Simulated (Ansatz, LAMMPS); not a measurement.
# Charge trapping in amorphous 32Ga2O3-68GeO2 (mol %) (69 atoms), part 3 of 4

Aim: add and remove one electron in amorphous 32Ga2O3-68GeO2 (mol %) (69 atoms), with atoms held and relaxed, and read trapping energy and localisation.

Ansatz 0.2.0; Kohn-Sham DFT, RPBE, PAW (set soft_1), plane waves; PAW set soft_1.

The cell: 12 Ga, 13 Ge and 44 O. The quench rate of 20 K/ps is orders of magnitude faster than experiment. The network of bonds at the start is that of the classical potential that made the cell. The Brillouin zone is sampled at Γ only, in a cell whose shortest periodic width is 9 Å.

So far. Step 3 (Relaxation): The relaxation converged after 12 steps, 5.65 eV below its start, with a largest force component of 0.033 eV/Å. Step 5 (An extra electron, atoms held): An extra electron, atoms held: the energy stands 8.00 eV above that of the reference, with a moment of 0.90 μB.

**6. An extra electron, atoms relaxed**

The atoms now respond to the charge; the energy gained comes from screening by the atoms, from trapping if the charge localises, and from any strain left in the reference.

File input.yaml:

```yaml
crystal:
  lattice:
    - [9.38326, 0.0, 0.0]
    - [0.0, 9.38326, 0.0]
    - [0.0, 0.0, 9.38326]
  atoms:
    [... the 69 atom lines of step 4 ...]
total_charge: -1
kpoints:
  mp_grid: { grid: [1, 1, 1] }
hamiltonian:
  xc: rpbe
  pseudopotentials: { kind: paw, azcp: { folder: soft_1 } }
scf:
  occupations: { method: fermi_dirac, width: 0.01 }
  lower_state_search: "off"
output:
  forces: true
magnetization:
  spin_polarized: true
  initial_magnetization: 1
relax:
  f_tol: 0.05
  max_steps: 90
```

Command:

```console
$ ansatz run input.yaml --threads 4 --pin off --max-ram 8192MiB --backend cpu --events-out ev --progress --plain --runs-dir out
```

The log of the run:

```text
[...]
Crystal: 69 atoms, lattice volume = 826.154 Å³
Basis set: ecut = 420 eV, 16135 PW (Γ), exchange–correlation on 128×128×128 points (8 copies of the dense FFT grid, shifted against one another)
Bands: 371, of which v1, the nominal top of the filled ones, is band 302 counted from 1 (301 counted from 0)
Symmetry: 1 space group operations
[...]
k-points: 1
[...]
Starting moments: Σ|m| = 1 μB on 69 of 69 sites
[...]
SCF iter   1: F=—  HF=-126419.980387 eV  |F-HF|=—  |Δ(HF+E_count)|=         —  Δρ=5.45e-2 (↑5.16e-2 ↓5.45e-2)  dr2=5.59e1  dr2_m=2.41e-2  M=1.000 μB ∫|m|=1.092 μB  β_m=1.00  ethr=3.10e-3  ⟨swp⟩=6.0  Hψ=2958  notcnv=0
[...]
SCF iter  13: F=-126405.044685 eV  HF=-126405.044684 eV  |F-HF|=4.84e-7  |Δ(HF+E_count)|=   1.40e-5  Δρ=1.17e-5 (↑1.17e-5 ↓9.92e-6)  dr2=3.26e-6  dr2_m=1.24e-7  M=0.894 μB ∫|m|=1.074 μB  ethr=1.08e-9  ⟨swp⟩=1.0  Hψ=1849  notcnv=0
SCF 1 converged in 13 iterations: F = -126405.044685 eV  dr2 = 3.26e-6
[...]
relax step   1: F+E_penalty+E_count = -126405.04468484 eV  Δ(F+E_penalty+E_count) = +0.000e0 eV  max|allowed force component| = 1.389e-1 eV/Å  Δτ_max = 0.0000 Å  (13 SCF iters, dr2 threshold 6.25e-5 eV, accepted)
[...]
relax step   2: F+E_penalty+E_count = -126405.05410580 eV  Δ(F+E_penalty+E_count) = -9.421e-3 eV  max|allowed force component| = 7.059e-2 eV/Å  Δτ_max = 0.0114 Å  (8 SCF iters, accepted)
[...]
relax step   3: F+E_penalty+E_count = -126405.06070029 eV  Δ(F+E_penalty+E_count) = -6.594e-3 eV  max|allowed force component| = 4.472e-2 eV/Å  Δτ_max = 0.0155 Å  (8 SCF iters, accepted)
SCF converged after 8 iterations
Magnetization: 0.8982 μB (301.9491 up, 301.0509 down)
Absolute magnetization: 0.9877 μB (∫|ρ↑−ρ↓|, with the PAW one-centre terms)
[...]
Per-site moments (μB) at R_I (Å): [(0.00445003, 0.763386), (0.0039953, 0.765148), (0.00454937, 0.780306), (0.00328337, 0.758982), (0.0040626, 0.772599), [...]
Free energy (F): -126405.060700 eV
[...]
Internal energy: -126405.056676 eV  (E = F + TS)
E sigma→0 (E₀):  -126405.058688 eV
Entropy (-TS):   -0.004025 eV (-0.058 meV/atom)
Fermi energy:    7.989806 eV
[...]
--- Forces (eV/Å), atoms counted from 1 ---
  atom   1  Ga     0.00000529     0.01179854     0.01003422
  atom   2  Ga     0.02990207     0.00529574     0.01125855
  atom   3  Ga    -0.00345909    -0.00062086    -0.00751192
  atom   4  Ga     0.00082861     0.00293619    -0.02641933
  atom   5  Ga    -0.00386645     0.00191646     0.01124567
  atom   6  Ga     0.00152898     0.00315001    -0.01140310
  atom   7  Ga     0.00649916     0.00771311    -0.01334597
  atom   8  Ga    -0.00417389     0.00547993     0.00783429
  atom   9  Ga     0.01626981     0.02380277    -0.02010664
  atom  10  Ga    -0.00778850    -0.03486079     0.02876750
  atom  11  Ga     0.01153414     0.00023557    -0.02685958
  atom  12  Ga     0.02417469     0.00267301    -0.00295428
  atom  13  Ge     0.04052364    -0.01207168    -0.00037102
  atom  14  Ge     0.00568466    -0.00420187     0.02056812
[...]
atom  68  O     -0.00567703    -0.00363592    -0.00203183
  atom  69  O     -0.00868346    -0.00386291    -0.00132388
  max |Σ_I F_I| component: 1.38e-4 eV/Å
--- Relaxed structure (3 steps of the walk, 3 accepted, 0 SCFs on fresh bases) ---
  F+E_penalty+E_count = -126405.06070029 eV   max|allowed force component| = 4.472e-2 eV/Å
  atoms:
    - { symbol: Ga, position: [0.286681, 0.145126, 0.817109] }
    - { symbol: Ga, position: [0.932852, 0.264204, 0.870326] }
    - { symbol: Ga, position: [0.817593, 0.779934, 0.525201] }
    - { symbol: Ga, position: [0.504497, 0.618015, 0.607580] }
[...]
- { symbol: O, position: [0.551695, 0.431463, 0.532913] }
```

Elapsed: 52 s, on 4 threads of Arm Neoverse V1, shared host; peak memory 1.8 GiB.

The relaxation converged after 3 steps, 0.0160 eV below its start, with a largest force component of 0.045 eV/Å.

An extra electron, atoms relaxed: the energy stands 7.98 eV above that of the reference, with a moment of 0.90 μB.

**7. An extra electron, levels at the relaxed geometry**

A single point at the new geometry gives levels and spin density.

input.yaml, the sections that differ from step 6:

```yaml
crystal:
  lattice:
    - [9.38326, 0.0, 0.0]
    - [0.0, 9.38326, 0.0]
    - [0.0, 0.0, 9.38326]
  atoms:
    - { symbol: Ga, position: [0.28668, 0.14513, 0.81711] }
    - { symbol: Ga, position: [0.93285, 0.2642, 0.87033] }
    - { symbol: Ga, position: [0.81759, 0.77993, 0.5252] }
    - { symbol: Ga, position: [0.5045, 0.61801, 0.60758] }
    - { symbol: Ga, position: [0.72323, 0.38755, 0.65176] }
    - { symbol: Ga, position: [0.28025, 0.55473, 0.2674] }
    [... 57 atom lines left out ...]
    - { symbol: O, position: [0.36683, 0.01052, 0.13716] }
    - { symbol: O, position: [0.48353, 0.55235, 0.24122] }
    - { symbol: O, position: [0.69846, 0.05048, 0.04422] }
    - { symbol: O, position: [0.33654, 0.20693, 0.62203] }
    - { symbol: O, position: [0.78068, 0.27706, 0.49576] }
    - { symbol: O, position: [0.55169, 0.43146, 0.53291] }
output:
  forces: true
  stress: true
  populations: true
  dos:
    method: { smearing: { sigma: 0.08 } }
    de: 0.1
    projected: { site_lists: { Ga: [Ga], Ge: [Ge], O: [O] } }
  eigenvalues: true
  write_density: true
  write_potential: true
  volumetric_format: npy
# total_charge, kpoints, hamiltonian, scf, magnetization: as in step 6
# relax: removed
```

The log of the run:

```text
[...]
Crystal: 69 atoms, lattice volume = 826.154 Å³
Basis set: ecut = 420 eV, 16135 PW (Γ), exchange–correlation on 128×128×128 points (8 copies of the dense FFT grid, shifted against one another)
Bands: 371, of which v1, the nominal top of the filled ones, is band 302 counted from 1 (301 counted from 0)
Symmetry: 1 space group operations
[...]
k-points: 1
[...]
Starting moments: Σ|m| = 1 μB on 69 of 69 sites
[...]
SCF iter   1: F=—  HF=-126419.953085 eV  |F-HF|=—  |Δ(HF+E_count)|=         —  Δρ=5.44e-2 (↑5.15e-2 ↓5.44e-2)  dr2=5.57e1  dr2_m=2.42e-2  M=1.000 μB ∫|m|=1.092 μB  β_m=1.00  ethr=3.10e-3  ⟨swp⟩=6.0  Hψ=2958  notcnv=0
[...]
SCF iter   2: F=—  HF=-126410.216198 eV  |F-HF|=—  |Δ(HF+E_count)|=         —  Δρ=3.41e-2 (↑3.40e-2 ↓3.41e-2)  dr2=2.13e1  dr2_m=4.79e-4  M=0.805 μB ∫|m|=0.948 μB  β_m=0.30  ethr=3.10e-3  ⟨swp⟩=2.5  Hψ=1292  notcnv=0  defer=124
[...]
SCF iter   9: F=—  HF=-126405.058185 eV  |F-HF|=—  |Δ(HF+E_count)|=   3.12e-3  Δρ=1.51e-4 (↑1.51e-4 ↓1.44e-4)  dr2=3.10e-4  dr2_m=5.01e-5  M=0.865 μB ∫|m|=1.029 μB  β_m=0.30  ethr=1.97e-7  ⟨swp⟩=2.0  Hψ=1242  notcnv=0  defer=121
[...]
SCF iter  15: F=-126405.060702 eV  HF=-126405.060702 eV  |F-HF|=5.27e-8  |Δ(HF+E_count)|=   3.67e-7  Δρ=1.81e-6 (↑1.77e-6 ↓1.81e-6)  dr2=7.85e-8  dr2_m=2.36e-10  M=0.898 μB ∫|m|=1.080 μB  ethr=1.66e-11  ⟨swp⟩=15.0  Hψ=5574  notcnv=0
SCF 1 converged in 15 iterations: F = -126405.060702 eV  dr2 = 7.85e-8
[...]
SCF converged after 15 iterations
Magnetization: 0.8982 μB (301.9491 up, 301.0509 down)
Absolute magnetization: 0.9878 μB (∫|ρ↑−ρ↓|, with the PAW one-centre terms)
[...]
Per-site moments (μB) at R_I (Å): [(0.00445007, 0.763386), (0.003996, 0.765146), (0.00454997, 0.780322), (0.00328398, 0.758989), (0.00406382, 0.772613), [...]
Free energy (F): -126405.060702 eV
[...]
Internal energy: -126405.056680 eV  (E = F + TS)
E sigma→0 (E₀):  -126405.058691 eV
Entropy (-TS):   -0.004023 eV (-0.058 meV/atom)
Fermi energy:    7.989794 eV
[...]
Σ components = -126405.060702   (vs F -126405.060702, Δ=0.00e0)
--- Forces (eV/Å), atoms counted from 1 ---
  atom   1  Ga     0.00023891     0.01153104     0.00987799
  atom   2  Ga     0.02983803     0.00601268     0.01058162
  atom   3  Ga    -0.00236423     0.00020277    -0.00665998
  atom   4  Ga     0.00008803     0.00343137    -0.02586773
[...]
atom  69  O     -0.00810497    -0.00352569    -0.00053126
  max |Σ_I F_I| component: 1.45e-5 eV/Å
--- Stress (GPa, compression-positive) ---
        1.191537      -1.445618      -0.937037
       -1.445617       0.652529       0.961871
       -0.937037       0.961870       2.785985
  P = ⅓ Tr σ = 1.5434 GPa (15.434 kbar)
--- Band table (eV) ---
[...]
--- Löwdin populations: 69 sites ---
  site symbol       q [e]    m [muB]
     0     Ga     11.9447     0.0257
     1     Ga     11.9405     0.0218
     2     Ga     11.9192     0.0243
[...]
68      O      6.6879     0.0042
  spilling = 0.004314 (of n_electrons = 603.000000)
```

Run time: 33 s. Hardware: 4 threads; peak memory 1.8 GiB; 2.1 min of CPU time.

An extra electron, levels at the relaxed geometry: the energy stands 7.98 eV above that of the reference, with a moment of 0.90 μB.

The levels nearest the highest filled one (over half full), pooled over k-points and spins:

```tsv
level less the highest filled one (eV)	occupation
-1.41	1
-1.33	1
-1.32	1
0	0.949
0.0585	0.051
2.19	0
2.24	0
2.42	0
```

Spin density in the ab plane at fractional z = 0.856, with atoms of Ga and Ge and O within 0.2 Å of it.

Values in units of 1e-2 e/Å³, 13 rows by 16 columns, each cell a mean:
```
 0.3  0.1  0.2  0.0  0.1  0.2  0.1  0.1  0.0  0.2  0.2  0.2  0.1  0.0  0.1  0.3
 0.5  0.2  0.0  0.0  0.2 -0.3 -0.1  0.3  0.1  0.0  1.7  0.6  0.0  0.0  0.1  0.3
 0.3  0.3  0.1  0.0  0.1  0.0  0.1  0.3  0.1  0.0  0.6  0.3  0.1  0.1  0.0  0.1
 0.1  0.1  0.0  0.0  0.0  0.1  0.1  0.1  0.1  0.1  0.2  0.0  0.1  0.3  0.0  0.0
 0.0  0.9  0.5  0.0  0.1  0.1  0.0  0.0  0.0  0.1  0.2  0.2  0.4  0.5  0.1  0.0
 0.0  0.6  0.4  0.2  0.4  0.3  0.1  0.0  0.0  0.0  0.0  0.1  0.3  0.2  0.1  0.0
 0.0  0.0  0.2  0.4  0.4  0.3  0.0  0.0  0.0  0.1  0.0  0.0  0.0  0.0  0.0  0.0
 0.0  0.1  0.2  0.3  0.3  0.1  0.1  0.1  0.0  0.2  0.1  0.0  0.0  0.0  0.0  0.0
 0.1  0.0  0.2  0.1  0.1  0.0 -0.1 -0.1  0.0  0.0  0.2  0.0  0.0  0.1  0.1  0.2
 0.2  0.0  1.2  0.5  0.1  0.2  0.1  0.1  0.0  0.0  1.1  0.8  0.0  0.2 -0.1 -0.4
 0.3  0.0  0.0  0.1  0.1  0.4  0.3  0.1  0.1  0.2  0.2  0.1  0.1  0.1  0.2  0.3
 0.1  0.1  0.0  0.1  0.1  0.2  0.1  0.0  0.1  0.7  0.7  0.8  0.2  0.2  0.1  0.0
 0.1  0.0  0.1  0.0  0.1  0.1  0.4  0.7  0.0  0.6 -1.1  0.1  0.3  0.1  0.0  0.0
```
Columns run along a (9.4 Å), rows up along b (9.4 Å). Atoms in or near the plane, at fractional coordinates: Ga at (0.93, 0.26), Ga at (0.36, 0.84), Ge at (0.66, 0.04), Ge at (0.74, 0.69), O at (0.42, 0.38), O at (0.69, 0.28), O at (0.63, 0.84), O at (0.15, 0.27), O at (0.45, 0.04).

**8. Neutral at the geometry of the electron**

The neutral cell at the new geometry gives the energy of that geometry without the charge.

input.yaml, the sections that differ from step 7:

```yaml
crystal:
  lattice:
    - [9.38326, 0.0, 0.0]
    - [0.0, 9.38326, 0.0]
    - [0.0, 0.0, 9.38326]
  atoms:
    [... the 69 atom lines of step 7 ...]
scf:
  occupations: { method: gaussian, width: 0.025 }
output:
  forces: true
  stress: true
  populations: true
  dos:
    method: { smearing: { sigma: 0.08 } }
    de: 0.1
    projected: { site_lists: { Ga: [Ga], Ge: [Ge], O: [O] } }
  eigenvalues: true
# kpoints, hamiltonian: as in step 7
# total_charge: removed
# magnetization: removed
```

The log of the run:

```text
[...]
Crystal: 69 atoms, lattice volume = 826.154 Å³
Basis set: ecut = 420 eV, 16135 PW (Γ), exchange–correlation on 128×128×128 points (8 copies of the dense FFT grid, shifted against one another)
Bands: 370, of which v1, the nominal top of the filled ones, is band 301 counted from 1 (300 counted from 0)
Symmetry: 1 space group operations
[...]
k-points: 1
[...]
SCF iter   1: F=—  HF=-126430.454432 eV  |F-HF|=—  |Δ(HF+E_count)|=         —  Δρ=1.12e-1  dr2=6.09e1  ethr=3.10e-3  ⟨swp⟩=6.0  Hψ=1472  notcnv=0
[...]
SCF iter  13: F=—  HF=-126413.029958 eV  |F-HF|=—  |Δ(HF+E_count)|=   3.84e-7  Δρ=4.14e-6  dr2=1.20e-7  ethr=1.66e-11  ⟨swp⟩=11.0  Hψ=1864  notcnv=0
SCF iter  14: F=-126413.029958 eV  HF=-126413.029958 eV  |F-HF|=1.63e-8  |Δ(HF+E_count)|=   1.26e-8  Δρ=1.24e-6  dr2=1.18e-8  ethr=1.66e-11  ⟨swp⟩=4.0  Hψ=1013  notcnv=0
SCF 1 converged in 14 iterations: F = -126413.029958 eV  dr2 = 1.18e-8
[...]
SCF converged after 14 iterations
Free energy (F): -126413.029958 eV
[...]
Internal energy: -126413.029958 eV  (E = F + TS)
E sigma→0 (E₀):  -126413.029958 eV
Fermi energy:    7.309201 eV
[...]
Σ components = -126413.029958   (vs F -126413.029958, Δ=0.00e0)
--- Forces (eV/Å), atoms counted from 1 ---
  atom   1  Ga    -0.03078161     0.00359729     0.00643861
  atom   2  Ga     0.05316235     0.06567706     0.08242411
  atom   3  Ga     0.01192684    -0.03338571    -0.09011038
  atom   4  Ga     0.04119576     0.02566992    -0.06108757
[...]
atom  69  O     -0.00107002    -0.03801997    -0.02766765
  max |Σ_I F_I| component: 2.49e-5 eV/Å
--- Stress (GPa, compression-positive) ---
        0.002614      -1.569851      -0.995495
       -1.569851      -0.553940       0.906351
       -0.995495       0.906351       1.714863
  P = ⅓ Tr σ = 0.3878 GPa (3.878 kbar)
--- Band table (eV) ---
[...]
--- Löwdin populations: 69 sites ---
  site symbol       q [e]
     0     Ga     11.9141
     1     Ga     11.9135
     2     Ga     11.8897
[...]
68      O      6.6822
  spilling = 0.004298 (of n_electrons = 602.000000)
```

The job ended after 16 s (4 threads; peak memory 1.2 GiB).

Neutral at the geometry of the electron: the energy stands 0.0137 eV above that of the reference.

**9. An extra hole, atoms held**

The electron count changes by one with the atoms held: a vertical process, on a uniform background, with spin and a narrow Fermi–Dirac smearing. Its energy against the neutral cell hangs on the program's zero of potential.

input.yaml, as its differences from that of step 8:

```diff
@@ -6,3 +6,4 @@
   atoms:
-    [... the 69 atom lines of step 7 ...]
+    [... the 69 atom lines of step 4 ...]
+total_charge: 1
 kpoints:
@@ -13,3 +14,4 @@
 scf:
-  occupations: { method: gaussian, width: 0.025 }
+  occupations: { method: fermi_dirac, width: 0.01 }
+  lower_state_search: "off"
 output:
@@ -23 +25,7 @@
   eigenvalues: true
+  write_density: true
+  write_potential: true
+  volumetric_format: npy
+magnetization:
+  spin_polarized: true
+  initial_magnetization: 1
```

The log of the run:

```text
[...]
Crystal: 69 atoms, lattice volume = 826.154 Å³
Basis set: ecut = 420 eV, 16135 PW (Γ), exchange–correlation on 128×128×128 points (8 copies of the dense FFT grid, shifted against one another)
Bands: 370, of which v1, the nominal top of the filled ones, is band 301 counted from 1 (300 counted from 0)
Symmetry: 1 space group operations
[...]
k-points: 1
[...]
Starting moments: Σ|m| = 1 μB on 69 of 69 sites
[...]
SCF iter   1: F=—  HF=-126439.240816 eV  |F-HF|=—  |Δ(HF+E_count)|=         —  Δρ=5.98e-2 (↑5.76e-2 ↓5.98e-2)  dr2=6.73e1  dr2_m=2.92e-1  M=1.000 μB ∫|m|=1.058 μB  β_m=1.00  ethr=3.10e-3  ⟨swp⟩=6.0  Hψ=2952  notcnv=0
[...]
SCF iter   2: F=—  HF=-126426.696816 eV  |F-HF|=—  |Δ(HF+E_count)|=         —  Δρ=3.89e-2 (↑3.71e-2 ↓3.89e-2)  dr2=2.61e1  dr2_m=3.22e-1  M=0.896 μB ∫|m|=1.062 μB  β_m=0.30  ethr=3.10e-3  ⟨swp⟩=2.0  Hψ=1252  notcnv=0  defer=122
[...]
SCF iter   9: F=—  HF=-126419.470811 eV  |F-HF|=—  |Δ(HF+E_count)|=   2.51e-2  Δρ=3.46e-3 (↑1.81e-3 ↓3.46e-3)  dr2=2.17e-1  dr2_m=1.60e-2  M=1.000 μB ∫|m|=1.126 μB  β_m=0.30  ethr=4.50e-5  ⟨swp⟩=2.0  Hψ=739  notcnv=0  defer=130
[...]
SCF iter  11: F=—  HF=-126419.482183 eV  |F-HF|=—  |Δ(HF+E_count)|=   5.39e-2  Δρ=2.71e-3 (↑1.58e-3 ↓2.71e-3)  dr2=1.33e-1  dr2_m=1.00e-2  M=1.000 μB ∫|m|=1.129 μB  β_m=0.07  ethr=3.61e-5  ⟨swp⟩=3.0  Hψ=918  notcnv=0  defer=130
[...]
SCF iter  29: F=-126419.541360 eV  HF=-126419.541360 eV  |F-HF|=1.16e-8  |Δ(HF+E_count)|=   1.04e-8  Δρ=9.80e-7 (↑2.30e-7 ↓9.80e-7)  dr2=1.45e-8  dr2_m=1.51e-9  M=1.000 μB ∫|m|=1.149 μB  β_m=0.39  ethr=2.42e-12  ⟨swp⟩=5.0  Hψ=3539  notcnv=0
SCF iter  30: F=-126419.541360 eV  HF=-126419.541360 eV  |F-HF|=2.12e-9  |Δ(HF+E_count)|=  3.78e-10  Δρ=5.02e-7 (↑1.30e-7 ↓5.02e-7)  dr2=3.44e-9  dr2_m=4.10e-10  M=1.000 μB ∫|m|=1.149 μB  ethr=2.41e-12  ⟨swp⟩=6.0  Hψ=3255  notcnv=0
SCF 1 converged in 30 iterations: F = -126419.541360 eV  dr2 = 3.44e-9
[...]
SCF converged after 30 iterations
Magnetization: 1.0000 μB (301.0000 up, 300.0000 down)
Absolute magnetization: 1.1472 μB (∫|ρ↑−ρ↓|, with the PAW one-centre terms)
[...]
Per-site moments (μB) at R_I (Å): [(9.628308e-5, 0.761272), (-4.062287e-5, 0.763280), (-0.000148409, 0.779980), (-0.000480666, 0.758394), (-0.000208146, [...]
Free energy (F): -126419.541360 eV
[...]
Internal energy: -126419.534617 eV  (E = F + TS)
E sigma→0 (E₀):  -126419.537988 eV
Entropy (-TS):   -0.006742 eV (-0.098 meV/atom)
Fermi energy:    6.388395 eV
[...]
Σ components = -126419.541360   (vs F -126419.541360, Δ=0.00e0)
--- Forces (eV/Å), atoms counted from 1 ---
  atom   1  Ga    -0.07341874     0.12314310    -0.05738436
  atom   2  Ga     0.08780056    -0.05280022     0.11979549
  atom   3  Ga    -0.02518489     0.00139186     0.02897828
  atom   4  Ga     0.20887530    -0.17862778    -0.53851357
[...]
atom  69  O      0.12165434     0.00308405     0.10481964
  max |Σ_I F_I| component: 4.12e-6 eV/Å
--- Stress (GPa, compression-positive) ---
        0.593231      -1.672610      -1.109915
       -1.672610       0.380662       1.037045
       -1.109915       1.037045       2.629443
  P = ⅓ Tr σ = 1.2011 GPa (12.011 kbar)
--- Band table (eV) ---
[...]
--- Löwdin populations: 69 sites ---
  site symbol       q [e]    m [muB]
     0     Ga     11.8991    -0.0010
     1     Ga     11.9014    -0.0011
     2     Ga     11.8794    -0.0016
[...]
68      O      6.6746     0.0035
  spilling = 0.004248 (of n_electrons = 601.000000)
```

The job ended after 52 s (4 threads; peak memory 1.8 GiB; 3.4 min of CPU time).

An extra hole, atoms held: the energy stands 6.50 eV below that of the reference, with a moment of 1.00 μB.

The levels nearest the highest filled one (over half full), pooled over k-points and spins:

```tsv
level less the highest filled one (eV)	occupation
-0.128	1
-0.0722	1
-0.0649	1
0	0.895
0.0429	0.105
1.64	0
1.65	0
3.81	0
```

Spin density in the ac plane at fractional y = 0.575, with atoms of Ga and Ge and O within 0.2 Å of it.

Ten even steps from '0' (-0.13 × 1e-2 e/Å³) to '9' (9.08 × 1e-2 e/Å³), each cell a mean:
```
00000000000000002200000000
00000000000000000000000000
03310000000000000000000000
02200000000000000000000000
00000000000000001100000000
00000000000000017820000000
00000000000000015993000000
00000000000000000362000000
00000000000000000010000000
00000000000000000000000000
00000000000000000000000100
00000000000000000000000210
00000000000000000000000000
00000000000000000000000000
00000000000000000000000000
00000000000000000000000000
00000000000000000000000000
00000000000000000000000000
00000000000000000000000000
00000000000000000000000000
00000000000000000000000000
00000000000000000000000000
00000000000000001310000000
00000000000000001310000000
```
Columns run along a (9.4 Å), rows up along c (9.4 Å). Atoms in or near the plane, at fractional coordinates: Ga at (0.28, 0.27), Ge at (0.93, 0.32), Ge at (0.02, 0.69), O at (0.67, 0.73), O at (0.09, 0.88), O at (0.92, 0.52), O at (0.66, 0.00).

(Continued in part 4 of 4.)

[Long decimals in the printed logs are rounded to 6 places.]

[Logs are printed without paths, hosts, clocks, repeated set-up lines and the standing remarks that a program may print on its own settings, such as how far it seeks lower states.]

[Hosts, paths, dates, database ids (printed as entryN), source tags and the programs' standing remarks are cut or masked in the printed files.]
